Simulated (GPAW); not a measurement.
**Si/Mo(100): work function by functional and basis**

How far do functional and basis move the work function of Si/Mo(100)?

Method: GPAW, PAW setups; slab in vacuum, relaxation, in the first sound run; inputs show where later runs differ, in GPAW 26.7.0.

### Step 1. The structure

The cell holds 6 atoms: 5 Mo and 1 Si. Its edges and angles: a = 3.150 Å, b = 3.150 Å, c = 24.594 Å, α = 90.0°, β = 90.0°, γ = 90.0°. Vacuum lies along c.

As a file:

```cif
data_structure
_symmetry_space_group_name_H-M 'P 1'
_symmetry_Int_Tables_number 1
_cell_length_a 3.1500
_cell_length_b 3.1500
_cell_length_c 24.5938
_cell_angle_alpha 90.000
_cell_angle_beta 90.000
_cell_angle_gamma 90.000
_cell_volume 244.03
loop_
_atom_site_label
_atom_site_type_symbol
_atom_site_fract_x
_atom_site_fract_y
_atom_site_fract_z
_atom_site_occupancy
Mo1 Mo 0.00000 0.00000 0.32528 1
Mo2 Mo 0.50000 0.50000 0.38933 1
Mo3 Mo 0.00000 0.00000 0.45337 1
Mo4 Mo 0.50000 0.50000 0.51741 1
Mo5 Mo 0.00000 0.00000 0.58145 1
Si6 Si 0.50000 0.00000 0.67472 1
```

### Step 2. Relaxation

Forces are removed first; all later runs use this geometry. The lowest 3 atoms are held at bulk positions and keep their forces.

run.py

```python
import json
import numpy as np
from ase import Atoms
from ase.constraints import FixAtoms
from ase.optimize import BFGS
from gpaw import GPAW, PW

slab = Atoms(
    ['Mo', 'Mo', 'Mo', 'Mo', 'Mo', 'Si'],
    positions=[
        [0.00000, 0.00000, 8.00000],
        [1.57500, 1.57500, 9.57500],
        [0.00000, 0.00000, 11.15000],
        [1.57500, 1.57500, 12.72500],
        [0.00000, 0.00000, 14.30000],
        [1.57500, 0.00000, 16.59384]],
    cell=[[3.15, 0.0, 0.0], [0.0, 3.15, 0.0], [0.0, 0.0, 24.59384]],
    pbc=[True, True, False])

slab.calc = GPAW(mode=PW(400), xc='PBE', kpts={'size': (10, 10, 1), 'gamma': True},
                 occupations={'name': 'fermi-dirac', 'width': 0.1}, nbands='200%',
                 convergence={'density': 1e-05}, maxiter=200,
                 poissonsolver={'dipolelayer': 'xy'},
                 symmetry={'tolerance': 1e-3, 'extra_ids': [1, 1, 1, 0, 0, 0]}, txt='slab.txt')
result = {}
slab.set_constraint(FixAtoms([0, 1, 2]))
path = []
opt = BFGS(slab, maxstep=0.2)
opt.attach(lambda: path.append((slab.get_potential_energy(), slab.positions.tolist(), slab.get_forces().tolist())))
result['relaxed'] = bool(opt.run(fmax=0.03, steps=40))
result['path'] = path
energy = slab.get_potential_energy()
fermi = slab.calc.get_fermi_level()
v = slab.calc.get_electrostatic_potential().mean((0, 1)) - fermi
n = slab.calc.get_pseudo_density().mean((0, 1))
L = slab.cell[2, 2]
z = np.arange(len(v)) * L / len(v)
low, high = slab.positions[:, 2].min(), slab.positions[:, 2].max()
below, above = np.interp([low - 5.8, high + 5.8], z, v)
slopes = [np.interp(x, z, np.gradient(v, z)) for x in (low - 5.8, high + 5.8)]
eps = np.array([[slab.calc.get_eigenvalues(k, s) for k in range(len(slab.calc.get_ibz_k_points()))]
                for s in range(slab.calc.get_number_of_spins())]) - fermi
top, bottom = eps[eps < 0].max(), eps[eps > 0].min()
dipole = slab.get_dipole_moment()[2]
print(f'energy {energy:.4f} eV, Fermi level {fermi:.4f} eV, dipole {dipole:.5f} e A')
print(f'potential 5.8 A off the faces, from the Fermi level: lower {below:.4f} eV, upper {above:.4f} eV')
print(f'slope of the potential there: lower {slopes[0]:.5f}, upper {slopes[1]:.5f} eV/A')
print(f'nearest levels on the mesh: {top:.4f} and {bottom:.4f} eV')
print('magnetic moment', round(slab.get_magnetic_moment(), 3))
result.update(energy=energy, fermi=fermi, dipole=dipole, below=below, above=above, slopes=slopes, edges=[top, bottom],
              z=z.tolist(), v=v.tolist(), n=n.tolist(), positions=slab.positions.tolist(),
              forces=slab.get_forces(apply_constraint=False).tolist(), moments=slab.get_magnetic_moments().tolist())
json.dump(result, open('result.json', 'w'))
```

On the command line:

```
$ OMP_NUM_THREADS=1 OPENBLAS_NUM_THREADS=1 python run.py
```

What it wrote:

```text
Step          Energy          fmax
BFGS:    0      -57.404741        1.192889
BFGS:    1      -57.434933        1.131189
BFGS:    2      -57.578664        0.633025
BFGS:    3      -57.587351        0.331574
BFGS:    4      -57.590811        0.301154
BFGS:    5      -57.620944        0.406435
BFGS:    6      -57.623496        0.328241
BFGS:    7      -57.629291        0.007535
energy -57.5142 eV, Fermi level 2.0712 eV, dipole -0.05826 e A
potential 5.8 A off the faces, from the Fermi level: lower 3.9842 eV, upper 5.0466 eV
slope of the potential there: lower -0.00036, upper -0.00014 eV/A
nearest levels on the mesh: -0.0071 and 0.0010 eV
magnetic moment 0.0
```

Run time: 51 min. Hardware: 1 thread of Arm Neoverse V1, shared host; peak memory 0.41 GiB.

The steps of the relaxation:

```csv
step,energy less that of the first step (eV),largest force (eV/Å)
1,0.0000,1.1929
2,-0.0299,1.1312
3,-0.1671,0.6330
4,-0.1767,0.3316
5,-0.1801,0.3012
6,-0.2103,0.4064
7,-0.2127,0.3282
8,-0.2179,0.0075
```

The atoms that moved most (Å):

```csv
atom,dx,dy,dz,length
Si6,0.000,0.000,-0.331,0.331
Mo4,0.000,0.000,0.035,0.035
Mo5,0.000,0.000,-0.029,0.029
```

The relaxed structure:

```xyz
6
Lattice="3.1500 0.0000 0.0000 0.0000 3.1500 0.0000 0.0000 0.0000 24.5938" Properties=species:S:1:pos:R:3
Mo    0.0000    0.0000    8.0000
Mo    1.5750    1.5750    9.5750
Mo    0.0000    0.0000   11.1500
Mo    1.5750    1.5750   12.7603
Mo    0.0000    0.0000   14.2706
Si    1.5750    0.0000   16.2626
```

Numbers from this step:

```
dipole along the normal                    : -0.05826 e·Å
levels nearest the Fermi level on the mesh : -0.007124, 0.001033 eV from the Fermi level
upper work function                        : 5.047 eV
lower work function                        : 3.984 eV
```

The electrostatic potential energy of an electron (without an applied field's), less the Fermi level, planar mean oscillates, so the rows of the table below give means over windows of 1.59 Å about each position, cut where the curve ends. Its maxima inside the range that stand out by 2 % of the span (Å: eV): 8.8: -7.41, 10.3: -7.87, 12.0: -7.27, 13.5: -8.50, 15.4: -0.987. Its minima: 8.0: -19.1, 9.5: -19.5, 11.2: -19.7, 12.8: -19.5, 14.2: -19.3, 16.3: -11.8.

Electrostatic potential energy of an electron (without an applied field's), less the Fermi level, planar mean against z; means over each step:

```
z (Å)  electrostatic potential energy of an electron (without an applied field's), less the Fermi level, planar mean (eV)
 0.80                                                                                                                4.05
 2.39                                                                                                                3.98
 3.98                                                                                                                3.97
 5.57                                                                                                                3.70
 7.16                                                                                                               -4.53
 8.75                                                                                                               -13.2
10.34                                                                                                               -13.6
11.93                                                                                                               -13.0
13.52                                                                                                               -14.1
15.11                                                                                                               -6.59
16.70                                                                                                               -4.88
18.29                                                                                                                4.63
19.88                                                                                                                5.04
21.47                                                                                                                5.05
23.06                                                                                                                5.05
```

Pseudo valence density, planar mean against z:

```csv
z (Å),"pseudo valence density, planar mean (e/Å³)"
3.5,5.5e-5
4.0,1.6e-4
4.5,4.8e-4
5.0,0.00143
5.5,0.00414
6.0,0.0122
6.5,0.0361
7.0,0.127
7.5,0.557
8.0,1.43
8.5,0.673
9.0,0.586
9.5,1.36
10.0,0.775
10.5,0.534
11.0,1.29
11.5,0.906
12.0,0.482
12.5,1.10
13.0,1.15
13.5,0.541
14.0,1.07
14.5,1.10
15.0,0.341
15.5,0.236
16.0,0.207
16.5,0.181
17.0,0.144
17.5,0.0581
18.0,0.0172
18.5,0.00472
19.0,0.00129
19.5,3.5e-4
20.0,1.0e-4
```

The relaxation lowered the energy of the cell by 0.218 eV (energies extrapolated to zero smearing; the optimiser's log prints free energies). The largest force left on a free atom is 0.0075 eV/Å.

### Step 3. The slab's potential

The work function is the vacuum plateau of the electrostatic potential less the Fermi level; a dipole layer lets the two faces have plateaus of their own.

This step: GPAW, PAW setups; slab in vacuum (GPAW 26.7.0).

Changes to run.py since step 2:

```diff
@@ -3,4 +3,2 @@
 from ase import Atoms
-from ase.constraints import FixAtoms
-from ase.optimize import BFGS
 from gpaw import GPAW, PW
@@ -13,5 +11,5 @@
         [0.00000, 0.00000, 11.15000],
-        [1.57500, 1.57500, 12.72500],
-        [0.00000, 0.00000, 14.30000],
-        [1.57500, 0.00000, 16.59384]],
+        [1.57500, 1.57500, 12.76028],
+        [0.00000, 0.00000, 14.27058],
+        [1.57500, -0.00000, 16.26258]],
     cell=[[3.15, 0.0, 0.0], [0.0, 3.15, 0.0], [0.0, 0.0, 24.59384]],
@@ -23,10 +21,4 @@
                  poissonsolver={'dipolelayer': 'xy'},
-                 symmetry={'tolerance': 1e-3, 'extra_ids': [1, 1, 1, 0, 0, 0]}, txt='slab.txt')
+                 symmetry={'tolerance': 1e-3}, txt='slab.txt')
 result = {}
-slab.set_constraint(FixAtoms([0, 1, 2]))
-path = []
-opt = BFGS(slab, maxstep=0.2)
-opt.attach(lambda: path.append((slab.get_potential_energy(), slab.positions.tolist(), slab.get_forces().tolist())))
-result['relaxed'] = bool(opt.run(fmax=0.03, steps=40))
-result['path'] = path
 energy = slab.get_potential_energy()
```

What it wrote:

```text
energy -57.5142 eV, Fermi level 2.0712 eV, dipole -0.05824 e A
potential 5.8 A off the faces, from the Fermi level: lower 3.9841 eV, upper 5.0467 eV
slope of the potential there: lower -0.00036, upper -0.00014 eV/A
nearest levels on the mesh: -0.0071 and 0.0010 eV
magnetic moment 0.0
```

Run time: 7.1 min. Hardware: 1 thread; peak memory 0.41 GiB.

This step gave:

| Property | Result |
| --- | --- |
| dipole along the normal | -0.05824 e·Å |
| levels nearest the Fermi level on the mesh | -0.007126, 0.001006 eV from the Fermi level |

The electrostatic potential energy of an electron (without an applied field's), less the Fermi level, planar mean oscillates, so the rows of the table below give means over windows of 1.59 Å about each position, cut where the curve ends. Its maxima inside the range that stand out by 2 % of the span (Å: eV): 8.8: -7.41, 10.3: -7.87, 12.0: -7.27, 13.5: -8.50, 15.4: -0.987. Its minima: 8.0: -19.1, 9.5: -19.5, 11.2: -19.7, 12.8: -19.5, 14.2: -19.3, 16.3: -11.8.

Electrostatic potential energy of an electron (without an applied field's), less the Fermi level, planar mean against z; means over each step:

(Unchanged from step 2.)

The pseudo valence density, planar mean oscillates, so the rows of the table below give means over windows of 1.64 Å about each position, cut where the curve ends. Its maxima inside the range that stand out by 2 % of the span (Å: e/Å³): 8.0: 1.44, 9.6: 1.44, 11.1: 1.42, 12.7: 1.45, 14.3: 1.40. Its minima: 8.8: 0.494, 10.5: 0.497, 11.9: 0.468, 13.5: 0.531.

Table of pseudo valence density, planar mean by z; means over each step:

z (Å), pseudo valence density, planar mean (e/Å³) and a bar:
```
     2.46       0.00 
     4.10       0.00 
     5.74       0.01 
     7.38       0.58 ###################
     9.02       0.90 ##############################
    10.66       0.90 ##############################
    12.30       0.88 #############################
    13.94       0.90 ##############################
    15.58       0.26 #########
    17.22       0.10 ###
    18.86       0.00 
    20.50       0.00
```

Force by atom:

| atom | x (eV/Å) | y (eV/Å) | z (eV/Å) | size |
| --- | --- | --- | --- | --- |
| Mo1 | 0.00 | 0.00 | 1.16 | 1.16 |
| Mo2 | 0.00 | 0.00 | -0.93 | 0.93 |
| Mo3 | 0.00 | 0.00 | -0.22 | 0.22 |
| Mo4 | 0.00 | 0.00 | 0.00 | 0.00 |
| Mo5 | 0.00 | 0.00 | 0.00 | 0.00 |
| Si6 | 0.00 | 0.00 | -0.01 | 0.01 |

The potential is flat to 3.6e-4 eV/Å where it is read, so the vacuum is wide enough.

### Step 4. Self-consistent run: xc = "vdW-DF2"

The same geometry under vdW-DF2, to see how far the functional moves the levels against the vacuum (the van der Waals functionals take revPBE setups).

Changes to run.py since step 3:

```diff
@@ -17,3 +17,3 @@
 
-slab.calc = GPAW(mode=PW(400), xc='PBE', kpts={'size': (10, 10, 1), 'gamma': True},
+slab.calc = GPAW(mode=PW(400), xc='vdW-DF2', kpts={'size': (10, 10, 1), 'gamma': True},
                  occupations={'name': 'fermi-dirac', 'width': 0.1}, nbands='200%',
```

What it wrote:

```text
energy -489.5890 eV, Fermi level 1.9575 eV, dipole -0.04823 e A
potential 5.8 A off the faces, from the Fermi level: lower 4.4247 eV, upper 5.3049 eV
slope of the potential there: lower -0.00066, upper 0.00001 eV/A
nearest levels on the mesh: -0.0004 and 0.0010 eV
magnetic moment 0.0
```

Run time: 7.7 min. Hardware: 1 thread; peak memory 0.55 GiB.

This step gave:

```
dipole along the normal                    : -0.04823 e·Å
levels nearest the Fermi level on the mesh : -3.77e-4, 0.001037 eV from the Fermi level
upper work function                        : 5.305 eV
lower work function                        : 4.425 eV
```

The electrostatic potential energy of an electron (without an applied field's), less the Fermi level, planar mean oscillates, so the rows of the table below give means over windows of 1.59 Å about each position, cut where the curve ends. Its maxima inside the range that stand out by 2 % of the span (Å: eV): 8.8: -7.64, 10.3: -8.10, 12.0: -7.52, 13.5: -8.73, 15.4: -1.21. Its minima: 8.0: -19.2, 9.5: -19.7, 11.2: -19.9, 12.8: -19.7, 14.2: -19.4, 16.3: -11.8.

Electrostatic potential energy of an electron (without an applied field's), less the Fermi level, planar mean against z; means over each step:

```
z (Å)  electrostatic potential energy of an electron (without an applied field's), less the Fermi level, planar mean (eV)
 0.80                                                                                                                4.48
 2.39                                                                                                                4.42
 3.98                                                                                                                4.41
 5.57                                                                                                                4.05
 7.16                                                                                                               -4.51
 8.75                                                                                                               -13.4
10.34                                                                                                               -13.8
11.93                                                                                                               -13.2
13.52                                                                                                               -14.3
15.11                                                                                                               -6.79
16.70                                                                                                               -4.86
18.29                                                                                                                4.82
19.88                                                                                                                5.29
21.47                                                                                                                5.30
23.06                                                                                                                5.31
```

The pseudo valence density, planar mean oscillates, so the rows of the table below give means over windows of 1.64 Å about each position, cut where the curve ends. Its maxima inside the range that stand out by 2 % of the span (Å: e/Å³): 8.0: 1.44, 9.6: 1.44, 11.1: 1.42, 12.7: 1.45, 14.3: 1.40. Its minima: 8.8: 0.491, 10.5: 0.495, 11.9: 0.466, 13.5: 0.529.

Table of pseudo valence density, planar mean by z; means over each step:

| z (Å) | pseudo valence density, planar mean (e/Å³) |
| --- | --- |
| 2.46 | 1.5e-5 |
| 4.10 | 4.6e-4 |
| 5.74 | 0.0120 |
| 7.38 | 0.584 |
| 9.02 | 0.904 |
| 10.66 | 0.899 |
| 12.30 | 0.881 |
| 13.94 | 0.898 |
| 15.58 | 0.260 |
| 17.22 | 0.105 |
| 18.86 | 0.00402 |
| 20.50 | 7.6e-5 |

Force by atom:

```csv
atom,x (eV/Å),y (eV/Å),z (eV/Å),size
Mo1,0.00,0.00,0.11,0.11
Mo2,0.00,0.00,-1.00,1.00
Mo3,0.00,0.00,-0.25,0.25
Mo4,0.00,0.00,0.09,0.09
Mo5,0.00,0.00,0.48,0.48
Si6,0.00,0.00,0.56,0.56
```

The upper face's work function is 5.305 eV, against 5.047 eV in the first plane-wave PBE run at this geometry.

### Step 5. Self-consistent run: xc = "LDA"

The same geometry under LDA, to see how far the functional moves the levels against the vacuum.

Changes to run.py since step 4:

```diff
@@ -17,3 +17,3 @@
 
-slab.calc = GPAW(mode=PW(400), xc='vdW-DF2', kpts={'size': (10, 10, 1), 'gamma': True},
+slab.calc = GPAW(mode=PW(400), xc='LDA', kpts={'size': (10, 10, 1), 'gamma': True},
                  occupations={'name': 'fermi-dirac', 'width': 0.1}, nbands='200%',
```

What it wrote:

```text
energy -63.6680 eV, Fermi level 1.8261 eV, dipole -0.05016 e A
potential 5.8 A off the faces, from the Fermi level: lower 4.3025 eV, upper 5.2177 eV
slope of the potential there: lower -0.00029, upper -0.00011 eV/A
nearest levels on the mesh: -0.0042 and 0.0059 eV
magnetic moment 0.0
```

Wall time 7.1 min (1 thread); peak memory 0.41 GiB.

This step gave:

```yaml
dipole_along_the_normal: -0.05016 e·Å
levels_nearest_the_fermi_level_on_the_mesh: -0.004222, 0.005945 eV from the Fermi level
upper_work_function: 5.218 eV
lower_work_function: 4.302 eV
```

The electrostatic potential energy of an electron (without an applied field's), less the Fermi level, planar mean oscillates, so the rows of the table below give means over windows of 1.59 Å about each position, cut where the curve ends. Its maxima inside the range that stand out by 2 % of the span (Å: eV): 8.8: -7.11, 10.3: -7.57, 12.0: -6.97, 13.5: -8.20, 15.4: -0.749. Its minima: 8.0: -18.9, 9.5: -19.3, 11.2: -19.5, 12.8: -19.2, 14.2: -19.0, 16.3: -11.6.

Electrostatic potential energy of an electron (without an applied field's), less the Fermi level, planar mean against z; means over each step:

z (Å), electrostatic potential energy of an electron (without an applied field's), less the Fermi level, planar mean (eV) and a bar from the least value:
```
     0.80        4.4 #############################
     2.39        4.3 #############################
     3.98        4.3 #############################
     5.57        4.0 ############################
     7.16       -4.3 ###############
     8.75      -12.9 #
    10.34      -13.3 #
    11.93      -12.7 ##
    13.52      -13.8 
    15.11       -6.4 ############
    16.70       -4.7 ##############
    18.29        4.8 #############################
    19.88        5.2 ##############################
    21.47        5.2 ##############################
    23.06        5.2 ##############################
```

The upper face's work function is 5.218 eV, against 5.047 eV in the first plane-wave PBE run at this geometry.

[end of part 1 of 2]

[Logs are printed without paths, hosts, clocks, repeated set-up lines and the standing remarks that a program may print on its own settings, such as how far it seeks lower states.]

[Hosts, paths, dates, database ids (printed as entryN), source tags and the programs' standing remarks are cut or masked in the printed files.]
